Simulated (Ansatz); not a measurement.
## H (I4/mmm, 2 atoms in the cell): the cell at rest

Wanted: the relaxed cell of H (I4/mmm, 2 atoms in the cell).

Main program and level: Ansatz 0.2.0; DFT PBEsol+D4, scalar-relativistic, plane waves, PAW.

## 1. Set-up

The structure is tetragonal, space group I4/mmm (No. 139). Conventional cell: a = 3.383 Å, b = 3.383 Å, c = 4.117 Å, α = 90.00°, β = 90.00°, γ = 90.00°. Nearest to H lie 1 H at 0.74 Å.

As a file:

```cif
data_structure
_symmetry_space_group_name_H-M 'I4/mmm'
_symmetry_Int_Tables_number 139
_cell_length_a 3.3831
_cell_length_b 3.3831
_cell_length_c 4.1169
_cell_angle_alpha 90.000
_cell_angle_beta 90.000
_cell_angle_gamma 90.000
_cell_volume 47.12
loop_
_atom_site_label
_atom_site_type_symbol
_atom_site_symmetry_multiplicity
_atom_site_Wyckoff_symbol
_atom_site_fract_x
_atom_site_fract_y
_atom_site_fract_z
_atom_site_occupancy
H1 H 4 e 0.00000 0.00000 0.90986 1
```

## 2. Probe on a coarse mesh

First a cheap look: the gap decides the mesh and the occupations, the pressure tells how far the cell has to move.

File input.yaml:

```yaml
crystal:
  lattice:
    - [-1.69153447, 1.69153447, 2.05847399]
    - [1.69153447, -1.69153447, 2.05847399]
    - [1.69153447, 1.69153447, -2.05847399]
  atoms:
    - { symbol: H, position: [0.90986229, 0.90986229, 0.0] }
    - { symbol: H, position: [0.09013771, 0.09013771, 0.0] }
kpoints:
  mp_grid: { grid: [8, 8, 8] }
hamiltonian:
  xc: pbesol
  dispersion: d4
scf:
  occupations: { method: gaussian, width: 0.1 }
output:
  forces: true
  stress: true
  eigenvalues: true
```

The run is started by

```sh
> ansatz run input.yaml --threads 4 --pin off --max-ram 7168MiB --backend cpu --events-out ev --progress --plain --runs-dir out
```

Numbers of over 12 decimals in the logs are rounded to 6 here.

What it wrote:

```text
Engine: ansatz 0.2.0, aarch64-unknown-linux-gnu
Pseudopotentials: kind: paw
Pseudopotential: H, paw, valence charge 1, recommended cutoff 420 eV (normal), H.paw.azcp
Functional definition: PBEsol
  exchange = pbesol_x
  correlation = pbesol_c
Crystal: 2 atoms, lattice volume = 23.560 Å³
[...]
-0.000000      -0.009562       0.000000
       -0.000000       0.000000       3.096507
  P = ⅓ Tr σ = 1.0258 GPa (10.258 kbar)
--- Band table (eV; the first three rows and the last of 59) ---
  k-point 0: bands = ["-10.2159", "5.6875", "9.2519", "15.5664", "15.5664"]
  k-point 1: bands = ["-9.9949", "5.1589", "8.5812", "14.2463", "15.5497"]
  k-point 2: bands = ["-9.4089", "4.0771", "7.3901", "11.9949", "12.5322"]
  k-point 58: bands = ["-7.7882", "2.2204", "7.5637", "8.1783", "8.1783"]
[key lines of the parts left out:]
SCF converged after 6 iterations
Free energy (F): -31.245409 eV
Fermi energy:    -3.414293 eV
```

It took 1 s on 4 threads of Arm Neoverse N1, shared host; peak memory 0.23 GiB.

Numbers from this step:

```
pressure           : 1.026 GPa
gap on the k-mesh  : 8.749 eV
volume per atom    : 11.78 Å³
direct gap on mesh : 9.577 eV
```

The coarse mesh shows a gap of 8.75 eV and a pressure of 1.0 GPa.

## 3. Coarse relaxation

A rough relaxation comes first, because large forces or stress need no tight tolerances yet.

Edit input.yaml of step 2 so:

```diff
@@ -19 +19,6 @@
   eigenvalues: true
+relax:
+  adjacent_minimum: "off"
+  f_tol: 0.05
+  max_steps: 80
+  cell: { stress_tol: 0.5 }
```

What it wrote:

```text
[...]
Crystal: 2 atoms, lattice volume = 23.560 Å³
Basis set: ecut = 420 eV, 467 PW (Γ), exchange–correlation on 48×48×48 points (8 copies of the dense FFT grid, shifted against one another)
Bands: 5, of which v1, the nominal top of the filled ones, is band 1 counted from 1 (0 counted from 0)
Symmetry: 16 space group operations
[...]
k-points: 59 of 512
[...]
--- Relaxed structure (2 steps of the walk, 2 accepted, 1 SCFs on fresh bases) ---
  F+E_penalty+E_count = -31.25057647 eV   max|allowed force component| = 4.828e-2 eV/Å   (the final SCF, on the basis selected at the relaxed cell)
  cell:  # Å, volume = 23.5698 Å³
    - [-1.691082, 1.691082, 2.060469]
    - [1.691082, -1.691082, 2.060469]
    - [1.691082, 1.691082, -2.060469]
  atoms:
    - { symbol: H, position: [0.908008, 0.908008, 0] }
    - { symbol: H, position: [0.091992, 0.091992, 0] }
[key lines of the parts left out:]
SCF converged after 3 iterations
Free energy (F): -31.250576 eV
Fermi energy:    -3.394182 eV
P = ⅓ Tr σ = 0.0844 GPa (0.844 kbar)
```

It took 3.1 s on 4 threads; peak memory 0.25 GiB.

Step by step:

```
step  energy less that of the first step (eV)  largest force component (eV/Å)  pressure (GPa)  volume (Å³)
   1                                   0.0000                          0.6057            1.03        23.56
   2                                  -0.0052                          0.0484            0.08        23.57
  3*                                  -0.0052                          0.0483            0.08        23.57
```

Relaxation steps marked * repeat the geometry before them on a plane-wave basis chosen anew for their cell, so energy and pressure can jump there.

The run keeps the 16 symmetry operations that it works with, so distortions that break them were not tested.

```
conventional cell, symmetrised  before  after  change
                         a (Å)   3.383  3.382  -0.0 %
                         b (Å)   3.383  3.382  -0.0 %
                         c (Å)   4.117  4.121  +0.1 %
              volume (Å³/atom)   11.78  11.78  +0.0 %
```

Final coordinates:

```
H
1.0
    -1.69108    1.69108    2.06047
     1.69108   -1.69108    2.06047
     1.69108    1.69108   -2.06047
H
2
Direct
  0.90801 0.90801 0.00000
  0.09199 0.09199 0.00000
```

This step gave:

```
pressure           : 0.08437 GPa
gap on the k-mesh  : 8.572 eV
direct gap on mesh : 9.420 eV
```

In this step the volume went from 11.78 to 11.78 Å³/atom.

## 4. Relaxation

The cell and atoms are relaxed, since residual forces and stress would shift the frequencies.

File input.yaml:

```yaml
crystal:
  lattice:
    - [-1.6910817859, 1.6910817859, 2.060468991]
    - [1.6910817859, -1.6910817859, 2.060468991]
    - [1.6910817859, 1.6910817859, -2.060468991]
  atoms:
    - { symbol: H, position: [0.9080078067, 0.9080078067, 0.0] }
    - { symbol: H, position: [0.0919921933, 0.0919921933, 0.0] }
kpoints:
  mp_grid: { grid: [8, 8, 8] }
hamiltonian:
  xc: pbesol
  dispersion: d4
scf:
  occupations: { method: gaussian, width: 0.02 }
output:
  forces: true
  stress: true
  eigenvalues: true
  write_density: true
  write_potential: true
  elf: true
  volumetric_format: npy
relax:
  adjacent_minimum: "off"
  f_tol: 0.005
  max_steps: 80
  cell: { stress_tol: 0.05 }
```

What it wrote:

```text
[...]
Crystal: 2 atoms, lattice volume = 23.570 Å³
Basis set: ecut = 420 eV, 467 PW (Γ), exchange–correlation on 48×48×48 points (8 copies of the dense FFT grid, shifted against one another)
Bands: 5, of which v1, the nominal top of the filled ones, is band 1 counted from 1 (0 counted from 0)
Symmetry: 16 space group operations
[...]
k-points: 59 of 512
[...]
SCF iter   1: F=—  HF=-31.250515 eV  |F-HF|=—  |Δ(HF+E_count)|=         —  Δρ=3.29e-3  dr2=1.71e-3  ethr=1.77e-3  ⟨swp⟩=3.5  Hψ=2631  notcnv=0
[...]
SCF iter   6: F=-31.250576 eV  HF=-31.250576 eV  |F-HF|=1.39e-13  |Δ(HF+E_count)|=  2.67e-10  Δρ=1.10e-7  dr2=1.65e-12  ethr=8.68e-12  ⟨swp⟩=3.2  Hψ=894  notcnv=0
SCF 1 converged in 6 iterations: F = -31.250576 eV  dr2 = 1.65e-12
[...]
relax step   1: F+E_penalty+E_count = -31.25057647 eV  Δ(F+E_penalty+E_count) = +0.000e0 eV  max|allowed force component| = 4.829e-2 eV/Å  Δτ_max = 0.0000 Å  P = +0.084 GPa  Ω = 23.570 Å³  (6 SCF iters, accepted)
Crystal: 2 atoms, lattice volume = 23.572 Å³
[...]
SCF iter   3: F=-31.250616 eV  HF=-31.250616 eV  |F-HF|=2.48e-9  |Δ(HF+E_count)|=   2.87e-7  Δρ=5.36e-6  dr2=3.39e-9  ethr=1.00e-8  ⟨swp⟩=8.0  Hψ=1711  notcnv=0
SCF 2 converged in 3 iterations: F = -31.250616 eV  dr2 = 3.39e-9
[...]
relax step   2: F+E_penalty+E_count = -31.25061596 eV  Δ(F+E_penalty+E_count) = -3.950e-5 eV  max|allowed force component| = 2.526e-3 eV/Å  Δτ_max = 0.0004 Å  P = +0.005 GPa  Ω = 23.572 Å³  energy of the carried Pulay correction = -2.004e-6 eV  (3 SCF iters, dr2 threshold 2.00e-7 eV, accepted)
Crystal: 2 atoms, lattice volume = 23.573 Å³
[...]
SCF iter   3: F=-31.250621 eV  HF=-31.250621 eV  |F-HF|=8.23e-10  |Δ(HF+E_count)|=   5.40e-8  Δρ=2.14e-6  dr2=4.37e-10  ethr=3.36e-10  ⟨swp⟩=4.2  Hψ=942  notcnv=0
SCF 3 converged in 3 iterations: F = -31.250621 eV  dr2 = 4.37e-10
relax step   3: F+E_penalty+E_count = -31.25062144 eV  Δ(F+E_penalty+E_count) = -5.481e-6 eV  max|allowed force component| = 3.974e-3 eV/Å  Δτ_max = 0.0002 Å  P = -0.007 GPa  Ω = 23.573 Å³  energy of the carried Pulay correction = -3.331e-6 eV  (3 SCF iters, dr2 threshold 6.72e-9 eV, accepted)
[...]
relax step   4: F+E_penalty+E_count = -31.25064611 eV  Δ(F+E_penalty+E_count) = -2.467e-5 eV  max|allowed force component| = 2.066e-2 eV/Å  Δτ_max = 0.0019 Å  P = -0.037 GPa  Ω = 23.578 Å³  energy of the carried Pulay correction = -8.497e-6 eV  (5 SCF iters, accepted)
[...]
relax step   5: F+E_penalty+E_count = -31.25066652 eV  Δ(F+E_penalty+E_count) = -2.042e-5 eV  max|allowed force component| = 4.282e-3 eV/Å  Δτ_max = 0.0012 Å  P = -0.010 GPa  Ω = 23.575 Å³  energy of the carried Pulay correction = -5.644e-6 eV  (3 SCF iters, dr2 threshold 2.67e-8 eV, accepted)
[...]
relax step   6: F+E_penalty+E_count = -31.25068745 eV  Δ(F+E_penalty+E_count) = -2.092e-5 eV  max|allowed force component| = 1.735e-3 eV/Å  Δτ_max = 0.0027 Å  P = -0.001 GPa  Ω = 23.569 Å³  energy of the carried Pulay correction = +1.024e-6 eV  (5 SCF iters, accepted)
[...]
SCF iter   4: F=-31.250703 eV  HF=-31.250703 eV  |F-HF|=5.26e-11  |Δ(HF+E_count)|=   5.31e-9  Δρ=3.06e-7  dr2=8.59e-12  ethr=1.00e-12  ⟨swp⟩=4.7  Hψ=630  notcnv=0
SCF 7 converged in 4 iterations: F = -31.250703 eV  dr2 = 8.59e-12
relax step   7: F+E_penalty+E_count = -31.25070256 eV  Δ(F+E_penalty+E_count) = -1.511e-5 eV  max|allowed force component| = 2.880e-3 eV/Å  Δτ_max = 0.0000 Å  P = +0.001 GPa  Ω = 23.569 Å³  stress off target by 3.57e-2 GPa  SCF on the basis re-selected at this cell (its energy is not comparable with the rows above)  (4 SCF iters)
[...]
SCF converged after 4 iterations
Free energy (F): -31.250703 eV
[...]
Internal energy: -31.250703 eV  (E = F + TS)
E sigma→0 (E₀):  -31.250703 eV
Fermi energy:    -3.400202 eV
[...]
--- Forces (eV/Å), atoms counted from 1 ---
  atom   1  H      0.00000000     0.00000000    -0.00288038
  atom   2  H      0.00000000     0.00000000     0.00288038
  max |Σ_I F_I| component: 1.73e-18 eV/Å
--- Stress (GPa, compression-positive) ---
       -0.017066       0.000000       0.000000
        0.000000      -0.017066      -0.000000
       -0.000000       0.000000       0.035729
  P = ⅓ Tr σ = 0.0005 GPa (0.005 kbar)
--- Band table (eV; the first three rows and the last of 59) ---
[...]
--- Relaxed structure (6 steps of the walk, 6 accepted, 1 SCFs on fresh bases) ---
[...]
cell:  # Å, volume = 23.5688 Å³
    - [-1.676993, 1.676993, 2.095152]
    - [1.676993, -1.676993, 2.095152]
    - [1.676993, 1.676993, -2.095152]
  atoms:
    - { symbol: H, position: [0.909364, 0.909364, 0] }
    - { symbol: H, position: [0.090636, 0.090636, 0] }
```

Wall time 7.5 s (4 threads); peak memory 0.26 GiB.

The steps of the relaxation:

```
step  energy less that of the first step (eV)  largest force component (eV/Å)  pressure (GPa)  volume (Å³)
   1                                   0.0000                          0.0483            0.08        23.57
   2                                   0.0000                          0.0025            0.01        23.57
   3                                   0.0000                          0.0040           -0.01        23.57
   4                                  -0.0001                          0.0207           -0.04        23.58
   5                                  -0.0001                          0.0043           -0.01        23.57
   6                                  -0.0001                          0.0017            0.00        23.57
  7*                                  -0.0001                          0.0029            0.00        23.57
```

Relaxation steps marked * repeat the geometry before them on a plane-wave basis chosen anew for their cell, so energy and pressure can jump there.

The run keeps the 16 symmetry operations that it works with, so distortions that break them were not tested.

```
conventional cell, symmetrised  before  after  change
                         a (Å)   3.382  3.354  -0.8 %
                         b (Å)   3.382  3.354  -0.8 %
                         c (Å)   4.121  4.190  +1.7 %
              volume (Å³/atom)   11.78  11.78  -0.0 %
```

Final coordinates:

```cif
data_structure
_symmetry_space_group_name_H-M 'P 1'
_symmetry_Int_Tables_number 1
_cell_length_a 3.1645
_cell_length_b 3.1645
_cell_length_c 3.1645
_cell_angle_alpha 115.998
_cell_angle_beta 115.998
_cell_angle_gamma 97.084
_cell_volume 23.57
loop_
_atom_site_label
_atom_site_type_symbol
_atom_site_fract_x
_atom_site_fract_y
_atom_site_fract_z
_atom_site_occupancy
H1 H 0.90936 0.90936 0.00000 1
H2 H 0.09064 0.09064 0.00000 1
```

Numbers from this step:

| Item | Value |
| --- | --- |
| pressure | 5.32e-4 GPa |
| gap on the k-mesh | 8.597 eV |
| direct gap on mesh | 9.425 eV |

Valence density in the ac plane of the conventional cell at fractional y = 0.000, with atoms of H within 0.2 Å of it. It is the smooth field of the valence electrons, not physical close to the nuclei.

Ten steps, logarithmic in the rise over the least value, from '_' (0.0 e/Å³) to '@' (1.9 e/Å³), each cell a mean:
```
@@@@##++--..____..::--++##@@
@@%%**==--..______::--++##%%
##**++--::..______..::==++##
++++--::..________....--==++
----::..____________....::--
......__________________....
____________________________
____________________________
____________________________
____________________________
....______________________..
::::....______________..::::
====--::..__________..::--==
##**++--::..______..::--++**
@@%%**==::..______..--==**%%
@@@@##++--..____..::--++##@@
@@@@##++--..____..::==++##@@
```
Columns run along a (3.4 Å), rows up along c (4.2 Å), edges of the conventional cell, whose origin can differ from the input's. Atoms in or near the plane, at fractional coordinates: H at (0.00, 0.91), H at (0.00, 0.09).

Electrostatic potential energy in the ac plane of the conventional cell at fractional y = 0.000, with atoms of H within 0.2 Å of it. With pseudopotentials it is smooth inside the atoms' cores, unlike the true potential.

Ten even steps from '_' (-36 eV) to '@' (2 eV), each cell a mean:
```
__::%%@@@@@@@@@@@@@@@@@@**..
__::##@@@@@@@@@@@@@@@@@@**..
::++%%@@@@@@@@@@@@@@@@@@%%==
%%%%@@@@@@@@@@@@@@@@@@@@@@%%
@@@@@@@@@@@@@@@@@@@@@@@@@@@@
@@@@@@@@@@@@@@@@@@@@@@@@@@@@
@@@@@@@@@@@@@@@@@@@@@@@@@@@@
@@@@@@@@@@@@@@@@@@@@@@@@@@@@
@@@@@@@@@@@@@@@@@@@@@@@@@@@@
@@@@@@@@@@@@@@@@@@@@@@@@@@@@
@@@@@@@@@@@@@@@@@@@@@@@@@@@@
@@@@@@@@@@@@@@@@@@@@@@@@@@@@
%%@@@@@@@@@@@@@@@@@@@@@@@@@@
==##%%@@@@@@@@@@@@@@@@@@%%**
__--%%@@@@@@@@@@@@@@@@@@**..
__::##@@@@@@@@@@@@@@@@@@**..
__==%%@@@@@@@@@@@@@@@@@@##--
```
Columns run along a (3.4 Å; values clipped at the 3rd and 97th percentile), rows up along c (4.2 Å), edges of the conventional cell, whose origin can differ from the input's. Atoms in or near the plane, at fractional coordinates: H at (0.00, 0.91), H at (0.00, 0.09).

ELF in the ac plane of the conventional cell at fractional y = 0.000, with atoms of H within 0.2 Å of it. It is the smooth field of the valence electrons, not physical close to the nuclei.

Ten even steps from '0' (0.02 × 1e-1) to '9' (9.99 × 1e-1), each cell a mean:
```
99999400069999
99998300049999
99995100027999
99962000003799
98520000000368
43100000000024
00000000000000
00000000000000
00000000000000
00000000000000
21000000000012
87410000000257
99851000002689
99985000026999
99997200048999
99999300059999
99999400169999
```
Columns run along a (3.4 Å), rows up along c (4.2 Å), edges of the conventional cell, whose origin can differ from the input's. Atoms in or near the plane, at fractional coordinates: H at (0.00, 0.91), H at (0.00, 0.09).

In this step the volume went from 11.78 to 11.78 Å³/atom.

## 5. Relaxing to small forces for the phonons

Phonons need a cell at rest on their own settings, so the relaxation is repeated with tight tolerances on forces and stress on the k mesh and occupations of the first response run.

File input.yaml:

```yaml
crystal:
  lattice:
    - [-1.6769925092, 1.6769925092, 2.0951523555]
    - [1.6769925092, -1.6769925092, 2.0951523555]
    - [1.6769925092, 1.6769925092, -2.0951523555]
  atoms:
    - { symbol: H, position: [0.9093638357, 0.9093638357, 0.0] }
    - { symbol: H, position: [0.0906361643, 0.0906361643, 0.0] }
kpoints:
  mp_grid: { grid: [8, 8, 8] }
hamiltonian:
  xc: pbesol
  dispersion: d4
scf:
  occupations: { method: fixed }
output:
  forces: true
  stress: true
  eigenvalues: true
relax:
  adjacent_minimum: "off"
  f_tol: 0.001
  max_steps: 60
  cell: { stress_tol: 0.01 }
```

What it wrote:

```text
[...]
Crystal: 2 atoms, lattice volume = 23.569 Å³
Basis set: ecut = 420 eV, 475 PW (Γ), exchange–correlation on 48×48×48 points (8 copies of the dense FFT grid, shifted against one another)
Bands: 5, of which v1, the nominal top of the filled ones, is band 1 counted from 1 (0 counted from 0)
Symmetry: 16 space group operations
[...]
k-points: 59 of 512
[...]
P = ⅓ Tr σ = 0.0002 GPa (0.002 kbar)
--- Band table (eV; the first three rows and the last of 59) ---
[...]
--- Relaxed structure (10 steps of the walk, 9 accepted, 4 SCFs on fresh bases) ---
[...]
cell:  # Å, volume = 23.3364 Å³
    - [-1.651420, 1.651420, 2.139235]
    - [1.651420, -1.651420, 2.139235]
    - [1.651420, 1.651420, -2.139235]
  atoms:
    - { symbol: H, position: [0.911219, 0.911219, 0] }
    - { symbol: H, position: [0.088781, 0.088781, 0] }
[key lines of the parts left out:]
SCF converged after 5 iterations
Free energy (F): -31.250785 eV
Fermi energy:    -7.718278 eV
```

Run time: 13 s. Hardware: 4 threads; peak memory 0.25 GiB; 23 s of CPU time.

Relaxation path:

```
step  energy less that of the first step (eV)  largest force component (eV/Å)  pressure (GPa)  volume (Å³)
   1                                   0.0000                          0.0029            0.00        23.57
   2                                   0.0000                          0.0001            0.00        23.56
   3                                  -0.0001                          0.0129           -0.02        23.49
   4                                  -0.0002                          0.0079           -0.01        23.45
   5                                  -0.0001                          0.0537            0.09        23.46
   6                                  -0.0002                          0.0001            0.00        23.45
   7                                  -0.0002                          0.0003            0.00        23.45
  8*                                  -0.0001                          0.0012            0.00        23.45
   9                                  -0.0002                          0.0009            0.00        23.39
 10*                                  -0.0001                          0.0013            0.00        23.39
  11                                  -0.0001                          0.0008            0.00        23.36
 12*                                  -0.0001                          0.0012            0.00        23.36
  13                                  -0.0001                          0.0003            0.00        23.34
 14*                                  -0.0001                          0.0005            0.00        23.34
```

Relaxation steps marked * repeat the geometry before them on a plane-wave basis chosen anew for their cell, so energy and pressure can jump there. Relaxation step 5 was tried and not accepted.

The run keeps the 16 symmetry operations that it works with, so distortions that break them were not tested.

```
conventional cell, symmetrised  before  after  change
                         a (Å)   3.354  3.303  -1.5 %
                         b (Å)   3.354  3.303  -1.5 %
                         c (Å)   4.190  4.278  +2.1 %
              volume (Å³/atom)   11.78  11.67  -1.0 %
```

Final coordinates:

```xyz
2
Lattice="-1.6514 1.6514 2.1392 1.6514 -1.6514 2.1392 1.6514 1.6514 -2.1392" Properties=species:S:1:pos:R:3 pbc="T T T"
H     0.0000    0.0000    3.8986
H     0.0000    0.0000    0.3798
```

This step gave:

```
pressure           : 1.65e-4 GPa
gap on the k-mesh  : 8.645 eV
volume per atom    : 11.67 Å³
direct gap on mesh : 9.343 eV
```

The largest force component left is 0.48 meV/Å and the pressure is 0.000 GPa, within the tolerances set. The cell now holds 11.67 Å³/atom.

## 6. Results

| Item | Value |
| --- | --- |
| space group after relaxation (within 0.01 Å) | I4/mmm |
| lattice constant a | 3.303 Å |
| lattice constant b | 3.303 Å |
| lattice constant c | 4.278 Å |
| volume per atom | 11.7 Å³ |
| gap on the k-mesh | 8.65 eV |

**Reading.** The largest force component left is 0.48 meV/Å and the pressure is 0.000 GPa, within the tolerances set. The cell now holds 11.67 Å³/atom. The relaxation keeps the symmetry of its start, so it says nothing on stability against lower symmetry.

[Logs are printed without paths, hosts, clocks, repeated set-up lines and the standing remarks that a program may print on its own settings, such as how far it seeks lower states.]

[Hosts, paths, dates, database ids (printed as entryN), source tags and the programs' standing remarks are cut or masked in the printed files.]
